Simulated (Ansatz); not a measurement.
# BaTiO3 (Barioperovskite): how G0W0 depends on its starting point, part 2 of 2

How much of the starting functional survives in the G0W0 gap of BaTiO3 (Barioperovskite)?

Ansatz 0.2.0; G0W0 on several functionals, plane waves, PAW. Known limits of the many-body steps: not at the basis limit; no spin-orbit coupling.

So far. Step 2 (G0W0 on LDA): The gap on the mesh goes from 1.82 eV to 3.46 eV, a correction of +1.64 eV. Between the two edge states, bare exchange in place of the xc potential would open the gap by 12.72 eV, and correlation takes back 11.08 eV.

In doubt: masses and optical values from hybrid runs of this build are listed as unsure (steps 3, 4), which bears on the screening that GW takes from such a start.

### 3. G0W0 on HSE06

One-shot GW remembers its start. Another functional's orbitals and levels show by how much.

This step: G0W0 on HSE06, plane waves, PAW.

input.yaml

```yaml
crystal:
  lattice:
    - [3.9855, 0.0, 0.0]
    - [0.0, 2.8369, 2.84515]
    - [0.0, -2.8369, 2.84515]
  atoms:
    - { symbol: Ba, position: [0.0, 0.0, 0.0] }
    - { symbol: Ti, position: [0.5, 0.5124, 0.5124] }
    - { symbol: O, position: [0.0, 0.4874, 0.4874] }
    - { symbol: O, position: [0.5, 0.50524, 0.99184] }
    - { symbol: O, position: [0.5, 0.99184, 0.50524] }
kpoints:
  mp_grid: { grid: [6, 6, 6] }
hamiltonian:
  xc: hse06
  pseudopotentials: { kind: paw, source: ansatz }
scf:
  occupations: { method: fixed }
gw:
  n_empty_bands: 382
  ecut_chi: 190.0
  qp_bands: [v2, c2]
  qp_kpoints: band_edges
  screening: { model: contour_deformation }
```

Command:

```console
ansatz run input.yaml --threads 4 --pin off --max-ram 138240MiB --backend cuda --events-out ev --progress --plain --runs-dir out --devices 1 --max-vram 26GiB
```

Numbers of over 12 decimals in the logs are rounded to 6 here.

The log of the run:

```text
GPUs: using 1 of 1 available (devices: 1).
[...]
davidson cushion auto → on  (no smearing: the cushion is to keep the highest requested band from converging to the state above it; pin scf.eigensolver.cushion to override)
[...]
GPU FFT provider: cuFFT
GPU libraries: cuBLAS 13.8.2, cuFFT 12.4.0, cuSOLVER 12.3.4
Crystal: 5 atoms, lattice volume = 64.337 Å³
Basis set: ecut = 930 eV, 4123 PW (Γ)
Bands: 25, of which v1, the nominal top of the filled ones, is band 20 counted from 1 (19 counted from 0)
Symmetry: 4 space group operations
[...]
k-points: 52 of 216 (time reversal used)
[...]
GPU buffer pool allocated for 91125 grid points (all kernels)
[...]
SCF iter   1: F=—  HF=-10146.558141 eV  |F-HF|=—  |Δ(HF+E_count)|=         —  Δρ=9.33e-2  dr2=7.55e0  ethr=1.00e-1  ⟨swp⟩=5.6  Hψ=4091  notcnv=0
[...]
SCF iter   7: F=-10144.574906 eV  HF=-10144.575082 eV  |F-HF|=1.77e-4  |Δ(HF+E_count)|=   1.32e-3  Δρ=8.42e-4  dr2=2.66e-4  ethr=1.94e-5  ⟨swp⟩=3.7  Hψ=3214  notcnv=0
SCF 1 stopped early in 7 iterations: F = -10144.574906 eV  dr2 = 2.66e-4
[...]
GPU FFT provider: cuFFT
GPU libraries: cuBLAS 13.8.2, cuFFT 12.4.0, cuSOLVER 12.3.4
[...]
GPU buffer pool allocated for 91125 grid points (all kernels)
[...]
Free energy (F): -10148.540739 eV
Frozen-core exchange: fock
[...]
Internal energy: -10148.540739 eV  (E = F + TS)
E sigma→0 (E₀):  -10148.540739 eV
Fermi energy:    9.258926 eV
[...]
--- Band table (eV; the first three rows and the last of 52) ---
  k-point 0: bands = [... 16 lower, 8.0649, 8.9689, 9.0502, 9.0952, 12.5709, 12.6306]
  k-point 1: bands = [... 16 lower, 7.9202, 8.4428, 8.8151, 8.9198, 12.6897, 13.1069]
  k-point 2: bands = [... 16 lower, 7.5455, 7.6600, 8.5485, 8.6257, 12.7712, 13.9911]
  k-point 51: bands = [... 16 lower, 6.7915, 9.2048, 9.2457, 9.2589, 15.1568, 15.2093]
  guard bands above this table: 3 of the run's 25 bands. The solve was not asked for them (output.publish_guard_bands: true or output.eigenvalues: true publishes all)
[...]
0    19      9.0502   -25.9767     3.7520   -22.2837  0.7648     9.1090     9.1091  root
     0    20      9.0952   -26.0371     3.7747   -22.3245  0.7649     9.1574     9.1574  root
     0    21     12.5709   -12.0395    -6.1490   -18.6236  0.7731    13.0083    13.0060  root
     0    22     12.6306   -12.1092    -6.0934   -18.6434  0.7728    13.0738    13.0715  root
     1    19      8.8151   -25.5482     3.6345   -21.9576  0.7637     8.8590     8.8590  root
     1    20      8.9198   -25.8496     3.7580   -22.1483  0.7640     8.9764     8.9764  root
     1    21     12.6897   -12.2637    -6.1484   -18.8532  0.7709    13.1331    13.1308  root
     1    22     13.1069   -12.7699    -6.1384   -19.3590  0.7641    13.5602    13.5576  root
[...]
51    19      9.2457   -25.9156     4.1254   -21.8917  0.7559     9.3471     9.3473  root
    51    20      9.2589   -25.9122     4.1204   -21.8942  0.7559     9.3613     9.3615  root
    51    21     15.1568   -14.1423    -7.2355   -21.7716  0.7183    15.5537    15.5505  root
    51    22     15.2093   -14.1850    -7.2965   -21.8735  0.7161    15.6045    15.6013  root
```

The job ended after 6 min (1 × NVIDIA H100 80GB HBM3 (shared by 3 runs) with 4 threads of AMD EPYC 7R13 (Zen 3), shared host; peak memory 4.9 GiB).

Numbers from this step:

```yaml
bands_summed: 402
rpa_eps_infinity_on_this_mesh_eigenvalues: 4.500, 4.556, 4.603
plane_waves_in_the_screening_matrix: 389
q_points_in_the_mesh: 216
g0w0_gap_on_the_mesh: 3.645 eV
k_of_the_valence_top: -0.5, -0.5, -0.5
k_of_the_conduction_bottom: 0, 0, 0
starting_gap_on_the_mesh: 3.312 eV
z_at_the_valence_top: 0.7559
z_at_the_conduction_bottom: 0.7731
least_direct_g0w0_gap_on_the_computed_points: 3.849 eV
```

Against the run with 6×6×6 mesh, 382 empty bands, screening to 190 eV, hard PAW files on LDA, the gap moves by +0.18 eV, while the start moved by +1.49 eV.

### 4. G0W0 on PBE0

This step: G0W0 on PBE0, plane waves, PAW.

input.yaml: that of step 3 with these lines changed.

```diff
@@ -14,3 +14,3 @@
 hamiltonian:
-  xc: hse06
+  xc: pbe0
   pseudopotentials: { kind: paw, source: ansatz }
```

The log of the run:

```text
GPUs: using 1 of 1 available (devices: 1).
[...]
GPU FFT provider: cuFFT
GPU libraries: cuBLAS 13.8.2, cuFFT 12.4.0, cuSOLVER 12.3.4
Crystal: 5 atoms, lattice volume = 64.337 Å³
Basis set: ecut = 930 eV, 4123 PW (Γ)
Bands: 25, of which v1, the nominal top of the filled ones, is band 20 counted from 1 (19 counted from 0)
Symmetry: 4 space group operations
[...]
k-points: 52 of 216 (time reversal used)
[...]
1    21     13.0447   -12.2398    -6.0059   -18.4618  0.7844    13.2613    13.2608  root
     1    22     13.4710   -12.7401    -5.9951   -18.9569  0.7783    13.6932    13.6927  root
[...]
51    19      8.8548   -25.9211     3.9806   -22.2962  0.7702     9.2093     9.2106  root
    51    20      8.8679   -25.9175     3.9758   -22.2988  0.7702     9.2236     9.2250  root
    51    21     15.5468   -14.1342    -7.0278   -21.3538  0.7372    15.7391    15.7385  root
    51    22     15.6001   -14.1786    -7.0868   -21.4572  0.7352    15.7925    15.7919  root
[key lines of the parts left out:]
Free energy (F): -10148.037028 eV
Fermi energy:    8.867906 eV
```

Wall time 6.4 min (1 × NVIDIA H100 80GB HBM3 (shared by 3 runs) with 4 threads); peak memory 4.7 GiB; 10 min of CPU time.

Numbers from this step:

| Property | Result |
| --- | --- |
| bands summed | 402 |
| RPA ε∞ on this mesh (eigenvalues) | 4.199, 4.246, 4.284 |
| plane waves in the screening matrix | 389 |
| G0W0 gap on the mesh | 3.910 eV |
| k of the valence top | -0.5, -0.5, -0.5 |
| k of the conduction bottom | 0, 0, 0 |
| starting gap on the mesh | 4.056 eV |
| least direct G0W0 gap on the computed points | 4.106 eV |

Against the run with 6×6×6 mesh, 382 empty bands, screening to 190 eV, hard PAW files on HSE06, the gap moves by +0.27 eV, while the start moved by +0.74 eV.

### 5. The starts together

All on the 6×6×6 mesh with 382 empty bands and screening to 190 eV. Times are wall times on 1 × NVIDIA H100 80GB HBM3 (shared by 3 runs) with 4 threads of AMD EPYC 7R13 (Zen 3), shared host, good to a factor of about two.

```csv
start,starting gap (eV),shift (eV),G0W0 gap (eV),RPA ε∞ (harmonic mean),"Z (valence, conduction)",time
LDA,1.82,+1.64,3.46,6.31,"0.71, 0.73",3.8 min
HSE06,3.31,+0.33,3.64,4.55,"0.76, 0.77",6 min
PBE0,4.06,−0.15,3.91,4.24,"0.77, 0.79",6.4 min
```

The parts of the quasiparticle energy at the two band edges (eV; QP = start + Σx + Σc − Vxc):

```csv
run,edge,start,Σx,Σc,Vxc,Z,QP
LDA,valence top,9.90,-25.74,4.46,-20.90,0.71,9.52
LDA,conduction bottom,11.72,-12.65,-6.62,-20.53,0.73,12.98
HSE06,valence top,9.26,-25.91,4.12,-21.89,0.76,9.36
HSE06,conduction bottom,12.57,-12.04,-6.15,-18.62,0.77,13.01
PBE0,valence top,8.87,-25.92,3.98,-22.30,0.77,9.22
PBE0,conduction bottom,12.92,-12.02,-6.00,-18.24,0.79,13.13
```

For a hybrid start, Vxc holds its share of exact exchange.

### 6. What came out

- G0W0@LDA: 3.46 eV (start 1.82 eV)
- G0W0@HSE06: 3.64 eV (start 3.31 eV)
- G0W0@PBE0: 3.91 eV (start 4.06 eV)
- known limits: not at the basis limit; no spin-orbit coupling

In words: The starting gaps span 2.23 eV and the G0W0 gaps 0.45 eV. Between LDA and PBE0, 0.45 eV of the 2.23 eV survives, 20 %. PBE0 screens less than LDA (ε∞ 4.24 against 6.31). Of the 0.45 eV by which its G0W0 gap is higher, the correlation part gives +1.10 eV, and exchange with the one-particle terms, which follow the orbitals, −0.65 eV. On PBE0 the correction is negative: that start lies above its own G0W0 value. The smallest correction, −0.15 eV, is on PBE0, the start nearest to reproducing itself. Bands and cutoff are finite, so the gap is not at the basis limit. The miss can reach some tenths of an eV and take either sign; the mesh is an error of its own. The many-body steps are scalar-relativistic: spin-orbit coupling is not in them.

[Paths, hosts, dates, memory and timing lines, banners, echoed tables and standing remarks are left out of the program output.]

[Logs are printed without paths, hosts, clocks, repeated set-up lines and the standing remarks that a program may print on its own settings, such as how far it seeks lower states.]

[Runs of the session that timed out or met a known fault of the program may be left out.]

[Cells called generated may have been cut or substituted from an entry of the Crystallography Open Database or the Materials Project.]

[Hosts, paths, dates, database ids (printed as entryN), source tags and the programs' standing remarks are cut or masked in the printed files.]
